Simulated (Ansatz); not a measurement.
# Resistivity from frozen vibrations: V(100) with 4 thermally displaced layers, 2x2, part 2 of 2

Wanted: the phonon-limited resistivity of V at 500 K by the Landauer route. The measured value for the pure metal at this temperature is 34.8 µΩ cm (CRC Handbook of Chemistry and Physics, 84th ed., 2003, Electrical Resistivity of Pure Metals).

Ansatz 0.2.0; Ansatz plane-wave DFT, PBE, PAW files; ballistic transport by layer matching (Landauer), zero bias; PAW set soft_1.

So far. Step 2 (With 4 displaced layers): Over the solved energies the transmission per spin lies between 6.03 and 6.50, out of 9.98 channels of the lead on average (up to 10.5).

**3. With 8 displaced layers**

Each atom of 8 layers is moved at random, by amounts drawn from a normal law 0.1002 Å wide in each direction from the Debye model (380 K) at 500 K. A fresh draw is used; the growth of the resistance with length is what counts.

System of this step: V(100) with 8 thermally displaced layers, 2x2. The cell holds 72 atoms: 72 V. Its edges and angles: a = 6.052 Å, b = 6.052 Å, c = 27.234 Å, α = 90.0°, β = 90.0°, γ = 90.0°. It derives from V. Regions: lead, 40 atoms (40 V); scattering region, 32 atoms (32 V). The structure is stacked along c, and the current runs across the ab planes.

The input, input.yaml:

```yaml
crystal:
  lattice:
    - [6.052, 0.0, 0.0]
    - [0.0, 6.052, 0.0]
    - [0.0, 0.0, 27.234]
  atoms:
    - { symbol: V, position: [0.0, 0.0, 0.0277777778] }
    - { symbol: V, position: [0.0, 0.5, 0.0277777778] }
    - { symbol: V, position: [0.5, 0.0, 0.0277777778] }
    - { symbol: V, position: [0.5, 0.5, 0.0277777778] }
    - { symbol: V, position: [0.25, 0.25, 0.0833333333] }
    - { symbol: V, position: [0.25, 0.75, 0.0833333333] }
    - { symbol: V, position: [0.75, 0.25, 0.0833333333] }
    - { symbol: V, position: [0.75, 0.75, 0.0833333333] }
    - { symbol: V, position: [0.0, 0.0, 0.1388888889] }
    - { symbol: V, position: [0.0, 0.5, 0.1388888889] }
    - { symbol: V, position: [0.5, 0.0, 0.1388888889] }
    - { symbol: V, position: [0.5, 0.5, 0.1388888889] }
    - { symbol: V, position: [0.25, 0.25, 0.1944444444] }
    - { symbol: V, position: [0.25, 0.75, 0.1944444444] }
    - { symbol: V, position: [0.75, 0.25, 0.1944444444] }
    - { symbol: V, position: [0.75, 0.75, 0.1944444444] }
    - { symbol: V, position: [0.0, 0.0, 0.25] }
    - { symbol: V, position: [0.0, 0.5, 0.25] }
    - { symbol: V, position: [0.5, 0.0, 0.25] }
    - { symbol: V, position: [0.5, 0.5, 0.25] }
    - { symbol: V, position: [0.2798428512, 0.2717837957, 0.3068710583] }
    - { symbol: V, position: [0.2299850271, 0.7499262203, 0.3079720131] }
    - { symbol: V, position: [0.7286591722, 0.2565449271, 0.3071378663] }
    - { symbol: V, position: [0.7615294724, 0.7303858946, 0.3031198553] }
    - { symbol: V, position: [0.9927707482, 0.9806230303, 0.3675136536] }
    - { symbol: V, position: [0.9917855775, 0.5054491572, 0.3601593161] }
    - { symbol: V, position: [0.5262291468, 0.021870878, 0.3634424564] }
    - { symbol: V, position: [0.4635003637, 0.5008618244, 0.3636277322] }
    - { symbol: V, position: [0.2666299379, 0.2397647918, 0.4233734164] }
    - { symbol: V, position: [0.2281279628, 0.7390422401, 0.4201085477] }
    - { symbol: V, position: [0.7508125562, 0.2831682656, 0.4173605982] }
    - { symbol: V, position: [0.7395115723, 0.7437459184, 0.4126502022] }
    - { symbol: V, position: [0.9788361006, 0.0104423358, 0.47436147] }
    - { symbol: V, position: [0.0214434827, 0.4875004704, 0.4784397581] }
    - { symbol: V, position: [0.4952396189, 0.0260789979, 0.4706291551] }
    - { symbol: V, position: [0.4878172216, 0.5041375241, 0.4760189591] }
    - { symbol: V, position: [0.2526670137, 0.2403011149, 0.5228408025] }
    - { symbol: V, position: [0.2267847748, 0.7583265981, 0.5314208712] }
    - { symbol: V, position: [0.7472785723, 0.2322038798, 0.5309914105] }
    - { symbol: V, position: [0.7287911487, 0.738188514, 0.5300637193] }
    - { symbol: V, position: [0.9627279482, 0.0063999485, 0.5811923371] }
    - { symbol: V, position: [0.0018101436, 0.4987460559, 0.5840773082] }
    - { symbol: V, position: [0.5114984841, 0.987438123, 0.5885639104] }
    - { symbol: V, position: [0.5120272477, 0.5139758553, 0.5876211503] }
    - { symbol: V, position: [0.263045861, 0.2639815869, 0.6391671459] }
    - { symbol: V, position: [0.2263664656, 0.7477630701, 0.6360563368] }
    - { symbol: V, position: [0.7264332542, 0.254281094, 0.6367960815] }
    - { symbol: V, position: [0.7329419928, 0.7327233994, 0.6398769212] }
    - { symbol: V, position: [0.0059411559, 0.0219056048, 0.6943932251] }
    - { symbol: V, position: [0.0172573641, 0.5232275592, 0.6986781574] }
    - { symbol: V, position: [0.4608203561, 0.0203523067, 0.6956945719] }
    - { symbol: V, position: [0.5070194831, 0.5061491287, 0.695853358] }
    - { symbol: V, position: [0.25, 0.25, 0.75] }
    - { symbol: V, position: [0.25, 0.75, 0.75] }
    - { symbol: V, position: [0.75, 0.25, 0.75] }
    - { symbol: V, position: [0.75, 0.75, 0.75] }
    - { symbol: V, position: [0.0, 0.0, 0.8055555556] }
    - { symbol: V, position: [0.0, 0.5, 0.8055555556] }
    - { symbol: V, position: [0.5, 0.0, 0.8055555556] }
    - { symbol: V, position: [0.5, 0.5, 0.8055555556] }
    - { symbol: V, position: [0.25, 0.25, 0.8611111111] }
    - { symbol: V, position: [0.25, 0.75, 0.8611111111] }
    - { symbol: V, position: [0.75, 0.25, 0.8611111111] }
    - { symbol: V, position: [0.75, 0.75, 0.8611111111] }
    - { symbol: V, position: [0.0, 0.0, 0.9166666667] }
    - { symbol: V, position: [0.0, 0.5, 0.9166666667] }
    - { symbol: V, position: [0.5, 0.0, 0.9166666667] }
    - { symbol: V, position: [0.5, 0.5, 0.9166666667] }
    - { symbol: V, position: [0.25, 0.25, 0.9722222222] }
    - { symbol: V, position: [0.25, 0.75, 0.9722222222] }
    - { symbol: V, position: [0.75, 0.25, 0.9722222222] }
    - { symbol: V, position: [0.75, 0.75, 0.9722222222] }
kpoints:
  mp_grid: { grid: [4, 4, 1] }
hamiltonian:
  xc: pbe
  pseudopotentials: { kind: paw, azcp: { folder: soft_1 } }
scf:
  occupations: { method: fermi_dirac, width: 0.1 }
output:
  transmission: { leads: [[0, 4]], kmesh: [8, 8], e_range: [-0.05, 0.05], de: 0.05 }
  write_potential: true
  write_density: true
  volumetric_format: npy
```

Launch:

```bash
> ansatz run input.yaml --threads 4 --pin off --max-ram 15360MiB --backend cpu --events-out ev --progress --plain --runs-dir out
```

Numbers of over 12 decimals in the logs are rounded to 6 here.

Output:

```text
[...]
Crystal: 72 atoms, lattice volume = 997.492 Å³
Basis set: ecut = 420 eV, 19487 PW (Γ)
Bands: 562, of which v1, the nominal top of the filled ones, is band 468 counted from 1 (467 counted from 0)
Symmetry: 1 space group operations
[...]
k-points: 10 of 16 (time reversal used)
[...]
SCF iter   1: F=—  HF=-209711.821554 eV  |F-HF|=—  |Δ(HF+E_count)|=         —  Δρ=8.34e-2  dr2=1.11e2  ethr=3.10e-3  ⟨swp⟩=6.1  Hψ=20655  notcnv=0
[...]
SCF iter  10: F=-209692.520606 eV  HF=-209692.520606 eV  |F-HF|=7.77e-8  |Δ(HF+E_count)|=   4.43e-8  Δρ=2.00e-6  dr2=8.30e-8  ethr=1.07e-11  ⟨swp⟩=9.7  Hψ=14008  notcnv=0
SCF 1 converged in 10 iterations: F = -209692.520606 eV  dr2 = 8.30e-8
[...]
transmission: 117 of 1156 steps passed
transmission: 237 of 1156 steps passed
[...]
transmission: 1156 of 1156 steps passed
SCF converged after 10 iterations
Free energy (F): -209692.520606 eV
[...]
Internal energy: -209688.544691 eV  (E = F + TS)
E sigma→0 (E₀):  -209690.532648 eV
Entropy (-TS):   -3.975914 eV (-55.221 meV/atom)
Fermi energy:    16.081308 eV
[...]
--- Band table (eV; the first three rows and the last of 10) ---
  k-point 0: bands = [... 464 lower, 16.4521, 16.4535, 16.4571, 16.4590, 16.4608, 16.4771, 16.4927, 16.4972, ... 90 higher]
  k-point 1: bands = [... 464 lower, 16.2495, 16.2629, 16.2705, 16.2831, 16.3058, 16.3165, 16.3348, 16.3545, ... 90 higher]
  k-point 2: bands = [... 464 lower, 15.9834, 15.9976, 16.0037, 16.0061, 16.0209, 16.0268, 16.0375, 16.0479, ... 90 higher]
  k-point 9: bands = [... 464 lower, 15.6061, 15.6158, 15.6165, 15.6277, 15.6313, 15.6353, 15.6537, 15.6603, ... 90 higher]
--- Transmission ---
  basis      : 325 plane waves across, 34 finite elements along
  points     : 34, standing for a mesh of 8 x 8
[...]
channels       : 1.004688e1 a spin
[...]
junction   : crystal 0 to crystal 0, 0.70 to 26.42 Å
    transmission   : 4.760684e0 a spin
[...]
```

Elapsed: 21 min, on 4 threads of Arm Neoverse V1, shared host; peak memory 9.5 GiB; 71 min of CPU time.

Numbers from this step:

```yaml
free_energy: -209692.5206 eV
energy_at_zero_smearing: -209690.5326 eV
fermi_energy: 16.08 eV
transmission_per_spin_nearest_the_fermi_level: 4.761
step_of_the_lead_s_potential: 1.2 meV
```

Per spin. Transmission, zone mean against energy, zero at the Fermi level:

| energy (eV) | transmission, zone mean |
| --- | --- |
| -0.0500 | 4.90 |
| 0.0000 | 4.76 |
| 0.0500 | 4.45 |

Over the solved energies the transmission per spin lies between 4.45 and 4.90, out of 9.90 channels of the lead on average (up to 10.4).

**4. With 12 displaced layers**

Each atom of 12 layers is moved at random, by amounts drawn from a normal law 0.1002 Å wide in each direction from the Debye model (380 K) at 500 K. A fresh draw is used; the growth of the resistance with length is what counts.

System of this step: V(100) with 12 thermally displaced layers, 2x2. The cell holds 88 atoms: 88 V. Cell: a = 6.052 Å, b = 6.052 Å, c = 33.286 Å, α = 90.0°, β = 90.0°, γ = 90.0°. It derives from V. Regions: lead, 40 atoms (40 V); scattering region, 48 atoms (48 V). The structure is stacked along c, and the current runs across the ab planes.

The input, input.yaml:

```yaml
crystal:
  lattice:
    - [6.052, 0.0, 0.0]
    - [0.0, 6.052, 0.0]
    - [0.0, 0.0, 33.286]
  atoms:
    - { symbol: V, position: [0.0, 0.0, 0.0227272727] }
    - { symbol: V, position: [0.0, 0.5, 0.0227272727] }
    - { symbol: V, position: [0.5, 0.0, 0.0227272727] }
    - { symbol: V, position: [0.5, 0.5, 0.0227272727] }
    - { symbol: V, position: [0.25, 0.25, 0.0681818182] }
    - { symbol: V, position: [0.25, 0.75, 0.0681818182] }
    - { symbol: V, position: [0.75, 0.25, 0.0681818182] }
    - { symbol: V, position: [0.75, 0.75, 0.0681818182] }
    - { symbol: V, position: [0.0, 0.0, 0.1136363636] }
    - { symbol: V, position: [0.0, 0.5, 0.1136363636] }
    - { symbol: V, position: [0.5, 0.0, 0.1136363636] }
    - { symbol: V, position: [0.5, 0.5, 0.1136363636] }
    - { symbol: V, position: [0.25, 0.25, 0.1590909091] }
    - { symbol: V, position: [0.25, 0.75, 0.1590909091] }
    - { symbol: V, position: [0.75, 0.25, 0.1590909091] }
    - { symbol: V, position: [0.75, 0.75, 0.1590909091] }
    - { symbol: V, position: [0.0, 0.0, 0.2045454545] }
    - { symbol: V, position: [0.0, 0.5, 0.2045454545] }
    - { symbol: V, position: [0.5, 0.0, 0.2045454545] }
    - { symbol: V, position: [0.5, 0.5, 0.2045454545] }
    - { symbol: V, position: [0.2552908784, 0.2440548462, 0.2442728564] }
    - { symbol: V, position: [0.2481959019, 0.7366867308, 0.2532531217] }
    - { symbol: V, position: [0.74521678, 0.2513827123, 0.2474412468] }
    - { symbol: V, position: [0.7415418875, 0.7498089627, 0.2455265045] }
    - { symbol: V, position: [0.0049806436, 0.9982429856, 0.2918835202] }
    - { symbol: V, position: [0.9602749104, 0.5084983582, 0.2945583134] }
    - { symbol: V, position: [0.4912207726, 0.9960882598, 0.3009252152] }
    - { symbol: V, position: [0.499175081, 0.5014347889, 0.290975937] }
    - { symbol: V, position: [0.2772870466, 0.2651975619, 0.3441223723] }
    - { symbol: V, position: [0.2507896662, 0.7651837606, 0.3420262693] }
    - { symbol: V, position: [0.7601570583, 0.2474790276, 0.3364701914] }
    - { symbol: V, position: [0.7670422696, 0.7179487151, 0.3401864751] }
    - { symbol: V, position: [0.9966122247, 0.982725734, 0.3882101756] }
    - { symbol: V, position: [0.9966816753, 0.4927635745, 0.3879292406] }
    - { symbol: V, position: [0.4921057937, 0.0230075047, 0.3874221115] }
    - { symbol: V, position: [0.492142998, 0.4677945785, 0.3824250839] }
    - { symbol: V, position: [0.2680026097, 0.2491617783, 0.4309654958] }
    - { symbol: V, position: [0.2772193408, 0.7287537912, 0.4300543597] }
    - { symbol: V, position: [0.7421719079, 0.2597122766, 0.4298198168] }
    - { symbol: V, position: [0.7398391523, 0.7234117965, 0.4340147591] }
    - { symbol: V, position: [0.0133531479, 0.9921091445, 0.4777646572] }
    - { symbol: V, position: [0.9785881998, 0.4921847373, 0.4814226939] }
    - { symbol: V, position: [0.5022482869, 0.0382695933, 0.4749019436] }
    - { symbol: V, position: [0.5096120151, 0.4967615795, 0.4789767975] }
    - { symbol: V, position: [0.2498805488, 0.2407041366, 0.5201142765] }
    - { symbol: V, position: [0.3007868047, 0.7487188319, 0.5166537078] }
    - { symbol: V, position: [0.7392563739, 0.261231265, 0.5212214003] }
    - { symbol: V, position: [0.7725348622, 0.7666040428, 0.5222684754] }
    - { symbol: V, position: [0.9921780654, 0.9833561575, 0.5660737331] }
    - { symbol: V, position: [0.975598391, 0.519950002, 0.5729725222] }
    - { symbol: V, position: [0.4791929307, 0.9804262285, 0.5628556016] }
    - { symbol: V, position: [0.4840344129, 0.4485456523, 0.5647416235] }
    - { symbol: V, position: [0.2714825179, 0.2442741706, 0.6162101099] }
    - { symbol: V, position: [0.2419005614, 0.7791642514, 0.6142363472] }
    - { symbol: V, position: [0.7436723929, 0.2922791608, 0.6126591537] }
    - { symbol: V, position: [0.7297712692, 0.7533445013, 0.6135194044] }
    - { symbol: V, position: [0.017662938, 0.9847337635, 0.6615144703] }
    - { symbol: V, position: [0.014125196, 0.488940216, 0.6595825501] }
    - { symbol: V, position: [0.4862391612, 0.0388567087, 0.6569702562] }
    - { symbol: V, position: [0.4924951313, 0.4823451211, 0.6580484977] }
    - { symbol: V, position: [0.2499026676, 0.2627179027, 0.7027068556] }
    - { symbol: V, position: [0.2469227812, 0.726536821, 0.7020535722] }
    - { symbol: V, position: [0.7956480702, 0.2672474824, 0.7021920444] }
    - { symbol: V, position: [0.7278469281, 0.7338401367, 0.7044801283] }
    - { symbol: V, position: [0.0005752421, 0.987670175, 0.7461252314] }
    - { symbol: V, position: [0.0235607285, 0.507481861, 0.7488719157] }
    - { symbol: V, position: [0.4963448978, 0.9912286896, 0.7411575295] }
    - { symbol: V, position: [0.5019158592, 0.482267163, 0.7469802217] }
    - { symbol: V, position: [0.25, 0.25, 0.7954545455] }
    - { symbol: V, position: [0.25, 0.75, 0.7954545455] }
    - { symbol: V, position: [0.75, 0.25, 0.7954545455] }
    - { symbol: V, position: [0.75, 0.75, 0.7954545455] }
    - { symbol: V, position: [0.0, 0.0, 0.8409090909] }
    - { symbol: V, position: [0.0, 0.5, 0.8409090909] }
    - { symbol: V, position: [0.5, 0.0, 0.8409090909] }
    - { symbol: V, position: [0.5, 0.5, 0.8409090909] }
    - { symbol: V, position: [0.25, 0.25, 0.8863636364] }
    - { symbol: V, position: [0.25, 0.75, 0.8863636364] }
    - { symbol: V, position: [0.75, 0.25, 0.8863636364] }
    - { symbol: V, position: [0.75, 0.75, 0.8863636364] }
    - { symbol: V, position: [0.0, 0.0, 0.9318181818] }
    - { symbol: V, position: [0.0, 0.5, 0.9318181818] }
    - { symbol: V, position: [0.5, 0.0, 0.9318181818] }
    - { symbol: V, position: [0.5, 0.5, 0.9318181818] }
    - { symbol: V, position: [0.25, 0.25, 0.9772727273] }
    - { symbol: V, position: [0.25, 0.75, 0.9772727273] }
    - { symbol: V, position: [0.75, 0.25, 0.9772727273] }
    - { symbol: V, position: [0.75, 0.75, 0.9772727273] }
kpoints:
  mp_grid: { grid: [4, 4, 1] }
hamiltonian:
  xc: pbe
  pseudopotentials: { kind: paw, azcp: { folder: soft_1 } }
scf:
  occupations: { method: fermi_dirac, width: 0.1 }
output:
  transmission: { leads: [[0, 4]], kmesh: [8, 8], e_range: [-0.05, 0.05], de: 0.05 }
  write_potential: true
  write_density: true
  volumetric_format: npy
```

Output:

```text
[...]
Crystal: 88 atoms, lattice volume = 1219.156 Å³
Basis set: ecut = 420 eV, 23843 PW (Γ)
Bands: 687, of which v1, the nominal top of the filled ones, is band 572 counted from 1 (571 counted from 0)
Symmetry: 1 space group operations
[...]
k-points: 10 of 16 (time reversal used)
[...]
SCF iter   1: F=—  HF=-256313.775004 eV  |F-HF|=—  |Δ(HF+E_count)|=         —  Δρ=8.90e-2  dr2=1.75e2  ethr=3.10e-3  ⟨swp⟩=6.3  Hψ=25158  notcnv=0
[...]
SCF iter  11: F=-256288.483751 eV  HF=-256288.483751 eV  |F-HF|=7.60e-9  |Δ(HF+E_count)|=   9.98e-9  Δρ=7.13e-7  dr2=9.05e-9  ethr=8.74e-12  ⟨swp⟩=2.0  Hψ=12365  notcnv=0
SCF 1 converged in 11 iterations: F = -256288.483751 eV  dr2 = 9.05e-9
[...]
transmission: 150 of 1428 steps passed
transmission: 294 of 1428 steps passed
[...]
transmission: 1428 of 1428 steps passed
SCF converged after 11 iterations
Free energy (F): -256288.483751 eV
[...]
Internal energy: -256283.644952 eV  (E = F + TS)
E sigma→0 (E₀):  -256286.064352 eV
Entropy (-TS):   -4.838798 eV (-54.986 meV/atom)
Fermi energy:    16.087969 eV
[...]
--- Band table (eV; the first three rows and the last of 10) ---
  k-point 0: bands = [... 568 lower, 16.4716, 16.4856, 16.4992, 16.5009, 16.5191, 16.5211, 16.5397, 16.5418, ... 111 higher]
  k-point 1: bands = [... 568 lower, 16.2806, 16.2876, 16.3082, 16.3128, 16.3235, 16.3356, 16.3451, 16.3661, ... 111 higher]
  k-point 2: bands = [... 568 lower, 15.9892, 15.9938, 16.0147, 16.0187, 16.0287, 16.0387, 16.0619, 16.0670, ... 111 higher]
  k-point 9: bands = [... 568 lower, 15.6317, 15.6420, 15.6456, 15.6517, 15.6624, 15.6663, 15.6742, 15.6837, ... 111 higher]
--- Transmission ---
  basis      : 325 plane waves across, 42 finite elements along
  points     : 34, standing for a mesh of 8 x 8
[...]
channels       : 1.004688e1 a spin
[...]
junction   : crystal 0 to crystal 0, 0.70 to 32.47 Å
    transmission   : 3.507004e0 a spin
[...]
```

Wall time 32 min (4 threads); peak memory 7.2 GiB.

Numbers from this step:

| Quantity | Value |
| --- | --- |
| free energy | -256288.4838 eV |
| energy at zero smearing | -256286.0644 eV |
| Fermi energy | 16.09 eV |
| transmission per spin nearest the Fermi level | 3.507 |
| step of the lead's potential | 3.6 meV |

Per spin. Transmission, zone mean against energy, zero at the Fermi level:

| energy (eV) | transmission, zone mean |
| --- | --- |
| -0.0500 | 3.56 |
| 0.0000 | 3.51 |
| 0.0500 | 3.38 |

Over the solved energies the transmission per spin lies between 3.38 and 3.56, out of 9.90 channels of the lead on average (up to 10.4).

**5. The fit**

This step: Ansatz plane-wave DFT, PBE, PAW files; ballistic transport by layer matching (Landauer), zero bias; resistivity from the slope of the area resistance; PAW set soft_1 (Ansatz 0.2.0).

Numbers from this step:

* resistivity: 49.84 µΩ cm
* intercept: -0.04185 fΩ m²
* scatter about the fit: 0.02414 fΩ m²

Resistance, by row:

| run | length (Å) | T | channels N | RA (fΩ m²) |
| --- | --- | --- | --- | --- |
| n4 | 6.052 | 6.3 | 9.984 | 0.2769 |
| n8 | 12.1 | 4.705 | 9.901 | 0.5273 |
| n12 | 18.16 | 3.482 | 9.901 | 0.8801 |

The area resistance by length of the displaced region:

| length of the displaced region (Å) | area resistance (fΩ m²) |
| --- | --- |
| 6.05 | 0.277 |
| 12.10 | 0.527 |
| 18.16 | 0.880 |

The area resistance goes from 0.28 to 0.88 fΩ m² between 6.1 and 18.2 Å, a slope of 50 µΩ cm.

By hand from the end points: (0.8801 − 0.2769) fΩ m² / (18.16 − 6.05) Å = 50 µΩ cm, since 1 fΩ m² per Å is 1000 µΩ cm.

**6. What came out**

```
resistivity from the slope  : 49.8 µΩ cm
area resistance over 6.05 Å : 0.277 fΩ m²
area resistance over 12.1 Å : 0.527 fΩ m²
area resistance over 18.2 Å : 0.880 fΩ m²
```

In words: The slope gives 50 µΩ cm. The points scatter by 0.024 fΩ m² about the line, with one random draw a length in a 2x2 cell, so the slope is a rough value. The mean square of the displacements drawn is 0.78, 0.99 and 1.2 of the nominal one at the three lengths; with each resistance scaled back by that, the slope is 32 µΩ cm, the value used below. Read with a model of isotropic scattering on a spherical Fermi surface and the lead's 2.1×10¹⁵ S/m², this slope means a mean free path near 11 Å; over these lengths the model's slope is within 3 % of its bulk resistivity. Uncorrelated displacements put too much weight on short waves, which scatter strongly; with the sideways repeat of a small cell, one draw and three short lengths, the method is good to a factor of two or three. The measured value is 34.8 µΩ cm (CRC Handbook of Chemistry and Physics, 84th ed., 2003, Electrical Resistivity of Pure Metals); the scaled slope is 0.93 times that: fair for so small a cell.

[Logs are printed without paths, hosts, clocks, repeated set-up lines and the standing remarks that a program may print on its own settings, such as how far it seeks lower states.]

[Hosts, paths, dates, database ids (printed as entryN), source tags and the programs' standing remarks are cut or masked in the printed files.]
